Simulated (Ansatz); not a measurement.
# Y on W(110): change of the work function, part 2 of 3

Wanted: Δφ(θ) for Y/W(110), starting from the hollow site.

Ansatz 0.2.0; plane-wave DFT, PBE, Ansatz PAW.

So far, work function, upper face (eV): step 2 (the clean slab) 4.84.

## Step 3: The covered slab, k-mesh 4×4×1, coverage 0.111 ML

System of this step: YW36 (Y/W(110)). The cell holds 37 atoms: 36 W and 1 Y. Its edges and angles: a = 8.210 Å, b = 8.210 Å, c = 27.991 Å, α = 90.0°, β = 90.0°, γ = 70.5°. Vacuum lies along c.

The clean slab as it ended is repeated in the plane and the adsorbate is set on one face; the cell's size fixes the coverage, and the k-mesh shrinks with it to keep the sampling density about even. Adsorbate and upper layers relax, since the dipole depends on the height.

The input, input.yaml:

```yaml
crystal:
  lattice:
    - [6.7033722855, -4.74, 0.0]
    - [6.7033722855, 4.74, 0.0]
    - [0.0, 0.0, 27.9908158667]
  atoms:
    - { symbol: W, position: [0.0, 0.0, 0.3215340361] }
    - { symbol: W, position: [0.1666666667, 0.1666666667, 0.4013622712] }
    - { symbol: W, position: [0.0, 0.0, 0.48254373] }
    - { symbol: W, position: [0.1666666667, 0.1666666667, 0.5608611644] }
    - { symbol: W, position: [0.0, 0.3333333333, 0.3215340361] }
    - { symbol: W, position: [0.1666666667, 0.5, 0.4013622712] }
    - { symbol: W, position: [0.0, 0.3333333333, 0.48254373] }
    - { symbol: W, position: [0.1666666667, 0.5, 0.5608611644] }
    - { symbol: W, position: [0.0, 0.6666666667, 0.3215340361] }
    - { symbol: W, position: [0.1666666667, 0.8333333333, 0.4013622712] }
    - { symbol: W, position: [0.0, 0.6666666667, 0.48254373] }
    - { symbol: W, position: [0.1666666667, 0.8333333333, 0.5608611644] }
    - { symbol: W, position: [0.3333333333, 0.0, 0.3215340361] }
    - { symbol: W, position: [0.5, 0.1666666667, 0.4013622712] }
    - { symbol: W, position: [0.3333333333, 0.0, 0.48254373] }
    - { symbol: W, position: [0.5, 0.1666666667, 0.5608611644] }
    - { symbol: W, position: [0.3333333333, 0.3333333333, 0.3215340361] }
    - { symbol: W, position: [0.5, 0.5, 0.4013622712] }
    - { symbol: W, position: [0.3333333333, 0.3333333333, 0.48254373] }
    - { symbol: W, position: [0.5, 0.5, 0.5608611644] }
    - { symbol: W, position: [0.3333333333, 0.6666666667, 0.3215340361] }
    - { symbol: W, position: [0.5, 0.8333333333, 0.4013622712] }
    - { symbol: W, position: [0.3333333333, 0.6666666667, 0.48254373] }
    - { symbol: W, position: [0.5, 0.8333333333, 0.5608611644] }
    - { symbol: W, position: [0.6666666667, 0.0, 0.3215340361] }
    - { symbol: W, position: [0.8333333333, 0.1666666667, 0.4013622712] }
    - { symbol: W, position: [0.6666666667, 0.0, 0.48254373] }
    - { symbol: W, position: [0.8333333333, 0.1666666667, 0.5608611644] }
    - { symbol: W, position: [0.6666666667, 0.3333333333, 0.3215340361] }
    - { symbol: W, position: [0.8333333333, 0.5, 0.4013622712] }
    - { symbol: W, position: [0.6666666667, 0.3333333333, 0.48254373] }
    - { symbol: W, position: [0.8333333333, 0.5, 0.5608611644] }
    - { symbol: W, position: [0.6666666667, 0.6666666667, 0.3215340361] }
    - { symbol: W, position: [0.8333333333, 0.8333333333, 0.4013622712] }
    - { symbol: W, position: [0.6666666667, 0.6666666667, 0.48254373] }
    - { symbol: W, position: [0.8333333333, 0.8333333333, 0.5608611644] }
    - { symbol: "Y", position: [0.28, 0.28, 0.6784659639] }
kpoints:
  mp_grid: { grid: [4, 4, 1] }
hamiltonian:
  xc: pbe
scf:
  occupations: { method: fermi_dirac, width: 0.1 }
  convergence: { dr2_threshold: 1.0e-08 }
efield:
  axis: 3
  dipole_correction: true
  ramp_position: 0.97
  ramp_width: 0.06
relax:
  f_tol: 0.02
  max_steps: 60
  constraints:
    - { sites: [0, 1, 4, 5, 8, 9, 12, 13, 16, 17, 20, 21, 24, 25, 28, 29, 32, 33] }
output:
  write_potential: true
  write_density: true
  volumetric_format: npy
```

Launch:

```sh
> ansatz run input.yaml --threads 4 --pin off --max-ram 16384MiB --backend cpu --events-out ev --progress --plain --runs-dir out
```

Numbers of over 12 decimals in the logs are rounded to 6 here.

What it wrote:

```text
[...]
Crystal: 37 atoms, lattice volume = 1778.760 Å³
Basis set: ecut = 420 eV, 34789 PW (Γ), exchange–correlation on 120×120×384 points (8 copies of the dense FFT grid, shifted against one another)
Bands: 309, of which v1, the nominal top of the filled ones, is band 258 counted from 1 (257 counted from 0)
Symmetry: 2 space group operations
[...]
k-points: 7 of 16 (time reversal used)
[...]
SCF iter   1: F=—  HF=-377676.520272 eV  |F-HF|=—  |Δ(HF+E_count)|=         —  Δρ=1.16e-2  dr2=4.65e1  ethr=1.77e-3  p=0.812 e·Å  D=8.26e-2 V/Å  ΔV_dip=-2.31 eV  dr2_dipole=2.30e1  V_vac-E_F(+/−)=2.93/5.24 eV  ⟨swp⟩=11.3  Hψ=11639  notcnv=0
[...]
SCF iter  11: F=-377675.513884 eV  HF=-377675.513884 eV  |F-HF|=2.05e-8  |Δ(HF+E_count)|=   1.44e-8  Δρ=4.48e-7  dr2=9.14e-9  ethr=1.94e-12  p=0.667 e·Å  D=6.79e-2 V/Å  ΔV_dip=-1.90 eV  dr2_dipole=1.54e-9  V_vac-E_F(+/−)=3.01/4.91 eV  ⟨swp⟩=12.0  Hψ=16106  notcnv=0
SCF 1 converged in 11 iterations: F = -377675.513884 eV  dr2 = 9.14e-9
[...]
relax step   1: F+E_penalty+E_count = -377675.51388395 eV  Δ(F+E_penalty+E_count) = +0.000e0 eV  max|allowed force component| = 2.695e0 eV/Å  Δτ_max = 0.0000 Å  (11 SCF iters, accepted)
[...]
SCF iter   1: F=—  HF=-377676.260650 eV  |F-HF|=—  |Δ(HF+E_count)|=         —  Δρ=2.92e-3  dr2=8.46e-1  ethr=1.29e-4  p=0.667 e·Å  D=6.79e-2 V/Å  ΔV_dip=-1.90 eV  dr2_dipole=1.90e-1  V_vac-E_F(+/−)=3.02/4.92 eV  ⟨swp⟩=2.0  Hψ=6460  notcnv=0
[...]
eigensolver tolerance schedule calibrated: the retry pair's looser diagonalisation under-reported the residual by θ = 0.21 (0.16/decade); ethr = c·dr2/N_el runs at the constant in force after the calibration composes with the one it found (an armed cap, an earlier calibration), c = 4.1e-2
[...]
SCF iter   2: F=—  HF=-377676.208766 eV  |F-HF|=—  |Δ(HF+E_count)|=   5.19e-2  Δρ=1.37e-3  dr2=1.28e-1  ethr=6.80e-5  p=0.712 e·Å  D=7.24e-2 V/Å  ΔV_dip=-2.03 eV  dr2_dipole=1.17e-3  V_vac-E_F(+/−)=2.87/4.90 eV  ⟨swp⟩=2.7  Hψ=4066  notcnv=0
[...]
SCF iter  11: F=-377676.198034 eV  HF=-377676.198034 eV  |F-HF|=4.07e-9  |Δ(HF+E_count)|=   3.14e-9  Δρ=2.15e-7  dr2=1.46e-9  ethr=1.00e-12  p=0.731 e·Å  D=7.44e-2 V/Å  ΔV_dip=-2.08 eV  dr2_dipole=7.05e-12  V_vac-E_F(+/−)=2.82/4.90 eV  ⟨swp⟩=11.4  Hψ=14711  notcnv=0
SCF 2 converged in 11 iterations: F = -377676.198034 eV  dr2 = 1.46e-9
relax step   2: F+E_penalty+E_count = -377676.19803372 eV  Δ(F+E_penalty+E_count) = -6.841e-1 eV  max|allowed force component| = 2.918e0 eV/Å  Δτ_max = 0.1997 Å  (11 SCF iters, accepted)
SCF iter   1: F=—  HF=-377676.856770 eV  |F-HF|=—  |Δ(HF+E_count)|=         —  Δρ=3.03e-3  dr2=1.22e0  ethr=1.41e-3  p=0.731 e·Å  D=7.44e-2 V/Å  ΔV_dip=-2.08 eV  dr2_dipole=3.44e-1  V_vac-E_F(+/−)=2.84/4.92 eV  ⟨swp⟩=4.4  Hψ=3911  notcnv=0
[...]
SCF iter  11: F=-377676.793470 eV  HF=-377676.793470 eV  |F-HF|=6.98e-10  |Δ(HF+E_count)|=   5.65e-9  Δρ=1.52e-7  dr2=1.67e-9  ethr=1.94e-12  p=0.771 e·Å  D=7.84e-2 V/Å  ΔV_dip=-2.20 eV  dr2_dipole=2.40e-10  V_vac-E_F(+/−)=2.70/4.89 eV  ⟨swp⟩=10.9  Hψ=14881  notcnv=0
SCF 3 converged in 11 iterations: F = -377676.793470 eV  dr2 = 1.67e-9
relax step   3: F+E_penalty+E_count = -377676.79347009 eV  Δ(F+E_penalty+E_count) = -5.954e-1 eV  max|allowed force component| = 2.659e0 eV/Å  Δτ_max = 0.1950 Å  (11 SCF iters, accepted)
[...]
relax step   4: F+E_penalty+E_count = -377677.26026957 eV  Δ(F+E_penalty+E_count) = -4.668e-1 eV  max|allowed force component| = 1.775e0 eV/Å  Δτ_max = 0.1950 Å  (10 SCF iters, accepted)
[...]
relax step   5: F+E_penalty+E_count = -377677.52337317 eV  Δ(F+E_penalty+E_count) = -2.631e-1 eV  max|allowed force component| = 5.016e-1 eV/Å  Δτ_max = 0.1950 Å  (10 SCF iters, accepted)
[...]
relax step   6: F+E_penalty+E_count = -377677.64841667 eV  Δ(F+E_penalty+E_count) = -1.250e-1 eV  max|allowed force component| = 3.692e-1 eV/Å  Δτ_max = 0.1939 Å  (10 SCF iters, accepted)
[...]
relax step   7: F+E_penalty+E_count = -377677.72052887 eV  Δ(F+E_penalty+E_count) = -7.211e-2 eV  max|allowed force component| = 2.224e-1 eV/Å  Δτ_max = 0.1950 Å  (9 SCF iters, accepted)
[...]
relax step   8: F+E_penalty+E_count = -377677.75776515 eV  Δ(F+E_penalty+E_count) = -3.724e-2 eV  max|allowed force component| = 1.157e-1 eV/Å  Δτ_max = 0.2000 Å  (9 SCF iters, accepted)
[...]
relax step   9: F+E_penalty+E_count = -377677.76389211 eV  Δ(F+E_penalty+E_count) = -6.127e-3 eV  max|allowed force component| = 3.310e-2 eV/Å  Δτ_max = 0.1049 Å  (9 SCF iters, accepted)
SCF iter   1: F=—  HF=-377677.761459 eV  |F-HF|=—  |Δ(HF+E_count)|=         —  Δρ=1.27e-4  dr2=8.91e-4  ethr=1.17e-6  p=0.702 e·Å  D=7.14e-2 V/Å  ΔV_dip=-2.00 eV  dr2_dipole=1.37e-4  V_vac-E_F(+/−)=2.89/4.89 eV  ⟨swp⟩=3.1  Hψ=3722  notcnv=0
[...]
SCF iter   7: F=-377677.764019 eV  HF=-377677.764019 eV  |F-HF|=7.51e-9  |Δ(HF+E_count)|=   1.92e-8  Δρ=2.00e-7  dr2=1.46e-9  ethr=1.94e-12  p=0.701 e·Å  D=7.13e-2 V/Å  ΔV_dip=-1.99 eV  dr2_dipole=4.30e-13  V_vac-E_F(+/−)=2.89/4.89 eV  ⟨swp⟩=11.0  Hψ=14781  notcnv=0
SCF 10 converged in 7 iterations: F = -377677.764019 eV  dr2 = 1.46e-9
relax step  10: F+E_penalty+E_count = -377677.76401855 eV  Δ(F+E_penalty+E_count) = -1.264e-4 eV  max|allowed force component| = 3.372e-3 eV/Å  Δτ_max = 0.0099 Å  (7 SCF iters, accepted)
NSCF: frozen V_eff on 7 k-points
[...]
SCF converged after 7 iterations
Free energy (F): -377677.764019 eV
[...]
Internal energy: -377676.854649 eV  (E = F + TS)
E sigma→0 (E₀):  -377677.309334 eV
Entropy (-TS):   -0.909370 eV (-24.578 meV/atom)
Fermi energy:    4.924296 eV
Dipole field:    D = 0.071271 V/Å  (p = 0.700596 e·Å, saw-weighted, corrected)
Work function:   Φ+ = 2.8907 eV   Φ− = 4.8857 eV
[...]
--- Forces (eV/Å), atoms counted from 1 ---
  atom   1  W      0.00437264     0.00000000     0.36735574
  atom   2  W     -0.05363962     0.00000000    -0.34394227
  atom   3  W      0.00311039     0.00000000     0.00107353
  atom   4  W      0.00337242     0.00000000     0.00014175
  atom   5  W      0.01024460    -0.00576136     0.35791815
  atom   6  W     -0.00026066    -0.00166679    -0.38255433
  atom   7  W     -0.00025648    -0.00164689    -0.00064268
  atom   8  W     -0.00113564     0.00196137    -0.00085277
  atom   9  W     -0.00004373    -0.01569009     0.37989941
  atom  10  W      0.00026405    -0.00379451    -0.34520977
  atom  11  W      0.00084471    -0.00199895     0.00210780
  atom  12  W     -0.00013063    -0.00155787     0.00008880
  atom  13  W      0.01024460     0.00576136     0.35791815
  atom  14  W     -0.00026066     0.00166679    -0.38255433
  atom  15  W     -0.00025648     0.00164689    -0.00064268
  atom  16  W     -0.00113564    -0.00196137    -0.00085277
  atom  17  W     -0.00000285     0.00000000     0.34992690
  atom  18  W      0.05343752     0.00000000    -0.34466230
  atom  19  W     -0.00176879     0.00000000    -0.00104110
  atom  20  W     -0.00263265     0.00000000    -0.00025330
  atom  21  W     -0.01017770    -0.00567445     0.35796083
  atom  22  W     -0.00073046     0.00369689    -0.34512559
  atom  23  W      0.00086534     0.00016899     0.00031640
  atom  24  W      0.00043196     0.00057773     0.00069643
  atom  25  W     -0.00004373     0.01569009     0.37989941
  atom  26  W      0.00026405     0.00379451    -0.34520977
  atom  27  W      0.00084471     0.00199895     0.00210780
  atom  28  W     -0.00013063     0.00155787     0.00008880
  atom  29  W     -0.01017770     0.00567445     0.35796083
  atom  30  W     -0.00073046    -0.00369689    -0.34512559
  atom  31  W      0.00086534    -0.00016899     0.00031640
  atom  32  W      0.00043196    -0.00057773     0.00069643
  atom  33  W     -0.00432890     0.00000000     0.36738859
  atom  34  W     -0.00039938     0.00000000    -0.44308696
  atom  35  W     -0.00109086     0.00000000     0.00035241
  atom  36  W     -0.00041092     0.00000000    -0.00110077
  atom  37  Y      0.00014911     0.00000000    -0.00136361
  max |Σ_I F_I| component: 6.06e-6 eV/Å
--- Band table (eV; the first three rows and the last of 7) ---
  k-point 0: bands = [... 254 lower, 4.6153, 4.7246, 4.7288, 5.2049, 5.3475, 5.4471, 5.4991, 5.6401, ... 47 higher]
  k-point 1: bands = [... 254 lower, 4.8437, 4.8921, 4.9459, 4.9781, 5.0594, 5.0978, 5.1828, 5.2505, ... 47 higher]
  k-point 2: bands = [... 254 lower, 4.8716, 4.8749, 4.9602, 4.9926, 5.0772, 5.0969, 5.1199, 5.1808, ... 47 higher]
  k-point 6: bands = [... 254 lower, 4.5159, 4.6148, 4.6257, 4.7317, 4.7747, 4.7972, 4.8839, 4.9744, ... 47 higher]
--- Relaxed structure (10 steps of the walk, 10 accepted, 0 SCFs on fresh bases) ---
  F+E_penalty+E_count = -377677.76401855 eV   max|allowed force component| = 3.372e-3 eV/Å
  atoms:
    - { symbol: W, position: [0.0, 0.0, 0.3215340361] }
    - { symbol: W, position: [0.1666666667, 0.1666666667, 0.4013622712] }
    - { symbol: W, position: [0.000501956, 0.000501956, 0.482732] }
    - { symbol: W, position: [0.168480, 0.168480, 0.562330] }
    - { symbol: W, position: [0.0, 0.3333333333, 0.3215340361] }
    - { symbol: W, position: [0.166667, 0.5, 0.4013622712] }
    - { symbol: W, position: [-0.00095219, 0.333628, 0.482328] }
    - { symbol: W, position: [0.162635, 0.504041, 0.560517] }
    - { symbol: W, position: [0.0, 0.6666666667, 0.3215340361] }
    - { symbol: W, position: [0.166667, 0.8333333333, 0.4013622712] }
    - { symbol: W, position: [-0.00057522, 0.667227, 0.482210] }
    - { symbol: W, position: [0.167963, 0.834708, 0.561535] }
    - { symbol: W, position: [0.3333333333, 0.0, 0.3215340361] }
    - { symbol: W, position: [0.5, 0.166667, 0.4013622712] }
    - { symbol: W, position: [0.333628, -0.00095219, 0.482328] }
    - { symbol: W, position: [0.504041, 0.162635, 0.560517] }
    - { symbol: W, position: [0.3333333333, 0.3333333333, 0.3215340361] }
    - { symbol: W, position: [0.5, 0.5, 0.4013622712] }
    - { symbol: W, position: [0.333337, 0.333337, 0.481774] }
    - { symbol: W, position: [0.498177, 0.498177, 0.562334] }
    - { symbol: W, position: [0.333333, 0.6666666667, 0.3215340361] }
    - { symbol: W, position: [0.500000, 0.833333, 0.4013622712] }
    - { symbol: W, position: [0.333037, 0.667602, 0.482326] }
    - { symbol: W, position: [0.498678, 0.831964, 0.561532] }
    - { symbol: W, position: [0.6666666667, 0.0, 0.3215340361] }
    - { symbol: W, position: [0.8333333333, 0.166667, 0.4013622712] }
    - { symbol: W, position: [0.667227, -0.00057522, 0.482210] }
    - { symbol: W, position: [0.834708, 0.167963, 0.561535] }
    - { symbol: W, position: [0.6666666667, 0.333333, 0.3215340361] }
    - { symbol: W, position: [0.833333, 0.500000, 0.4013622712] }
    - { symbol: W, position: [0.667602, 0.333037, 0.482326] }
    - { symbol: W, position: [0.831964, 0.498678, 0.561532] }
    - { symbol: W, position: [0.6666666667, 0.6666666667, 0.3215340361] }
    - { symbol: W, position: [0.8333333333, 0.8333333333, 0.4013622712] }
    - { symbol: W, position: [0.666148, 0.666148, 0.482734] }
    - { symbol: W, position: [0.833330, 0.833330, 0.560524] }
    - { symbol: Y, position: [0.333304, 0.333304, 0.644744] }
```

Wall time 32 min (4 threads of Arm Neoverse V1, shared host); peak memory 9.9 GiB.

The steps of the relaxation:

```
step  energy less that of the first step (eV)  largest force component (eV/Å)
   1                                   0.0000                          2.6952
   2                                  -0.6841                          2.9176
   3                                  -1.2796                          2.6594
   4                                  -1.7464                          1.7746
   5                                  -2.0095                          0.5016
   6                                  -2.1345                          0.3692
   7                                  -2.2066                          0.2224
   8                                  -2.2439                          0.1157
   9                                  -2.2500                          0.0331
  10                                  -2.2501                          0.0034
```

The run keeps the 2 symmetry operations that it works with, so distortions that break them were not tested.

The atoms that moved most (Å):

| atom | dx | dy | dz | length |
| --- | --- | --- | --- | --- |
| Y37 | 0.715 | 0.000 | -0.944 | 1.184 |
| W20 | -0.024 | 0.000 | 0.041 | 0.048 |
| W4 | 0.024 | 0.000 | 0.041 | 0.048 |
| W8 | 0.000 | 0.038 | -0.010 | 0.039 |
| W16 | 0.000 | -0.038 | -0.010 | 0.039 |
| W32 | -0.018 | 0.000 | 0.019 | 0.026 |
| W24 | -0.018 | 0.000 | 0.019 | 0.026 |
| W28 | 0.018 | 0.000 | 0.019 | 0.026 |

The relaxed structure:

```xyz
37
Lattice="6.7034 -4.7400 0.0000 6.7034 4.7400 0.0000 0.0000 0.0000 27.9908" Properties=species:S:1:pos:R:3
W     0.0000    0.0000    9.0000
W     2.2345    0.0000   11.2345
W     0.0067    0.0000   13.5121
W     2.2588    0.0000   15.7401
W     2.2345    1.5800    9.0000
W     4.4689    1.5800   11.2345
W     2.2300    1.5859   13.5008
W     4.4690    1.6183   15.6893
W     4.4689    3.1600    9.0000
W     6.7034    3.1600   11.2345
W     4.4688    3.1654   13.4975
W     6.7213    3.1604   15.7178
W     2.2345   -1.5800    9.0000
W     4.4689   -1.5800   11.2345
W     2.2300   -1.5859   13.5008
W     4.4690   -1.6183   15.6893
W     4.4689    0.0000    9.0000
W     6.7034    0.0000   11.2345
W     4.4690    0.0000   13.4852
W     6.6789    0.0000   15.7402
W     6.7034    1.5800    9.0000
W     8.9378    1.5800   11.2345
W     6.7077    1.5858   13.5007
W     8.9198    1.5798   15.7178
W     4.4689   -3.1600    9.0000
W     6.7034   -3.1600   11.2345
W     4.4688   -3.1654   13.4975
W     6.7213   -3.1604   15.7178
W     6.7034   -1.5800    9.0000
W     8.9378   -1.5800   11.2345
W     6.7077   -1.5858   13.5007
W     8.9198   -1.5798   15.7178
W     8.9378    0.0000    9.0000
W    11.1723    0.0000   11.2345
W     8.9309    0.0000   13.5121
W    11.1722    0.0000   15.6895
Y     4.4685    0.0000   18.0469
```

Numbers from this step:

- energy at zero smearing: -377677.3093 eV
- work function, upper face: 2.891 eV
- work function, lower face: 4.886 eV
- dipole along the normal: 0.7006 e·Å
- step between the vacuum levels: -1.995 eV

Running mean over 2.234 Å of the planar mean; the ramp of the sawtooth is left out. Table of electron's electrostatic potential energy less the Fermi level by z:

| z (Å) | electron's electrostatic potential energy less the Fermi level (eV) |
| --- | --- |
| 4 | 4.88 |
| 5 | 4.87 |
| 6 | 4.74 |
| 7 | 3.29 |
| 8 | -5.76 |
| 9 | -12.2 |
| 10 | -12.6 |
| 11 | -12.7 |
| 12 | -12.5 |
| 13 | -12.6 |
| 14 | -12.8 |
| 15 | -12.6 |
| 16 | -11.6 |
| 17 | -3.60 |
| 18 | 1.40 |
| 19 | 1.97 |
| 20 | 2.72 |
| 21 | 2.87 |
| 22 | 2.89 |
| 23 | 2.89 |
| 24 | 2.89 |

The relaxation took 10 steps and lowered the energy by 2.3 eV; the largest force on the free atoms ends at 0.0034 eV/Å.

The covered face has 2.89 eV, -1.95 eV against the clean one; the bare back face has moved by -0.01 eV, a measure of how thin the slab is.

(Part 2 of 3 ends here.)

[Logs are printed without paths, hosts, clocks, repeated set-up lines and the standing remarks that a program may print on its own settings, such as how far it seeks lower states.]

[Hosts, paths, dates, database ids (printed as entryN), source tags and the programs' standing remarks are cut or masked in the printed files.]

[Maps of the electrostatic potential energy from Ansatz leave out the sawtooth potential of an applied field or a dipole correction, so their vacuum need not be flat; planar profiles and work functions include it.]
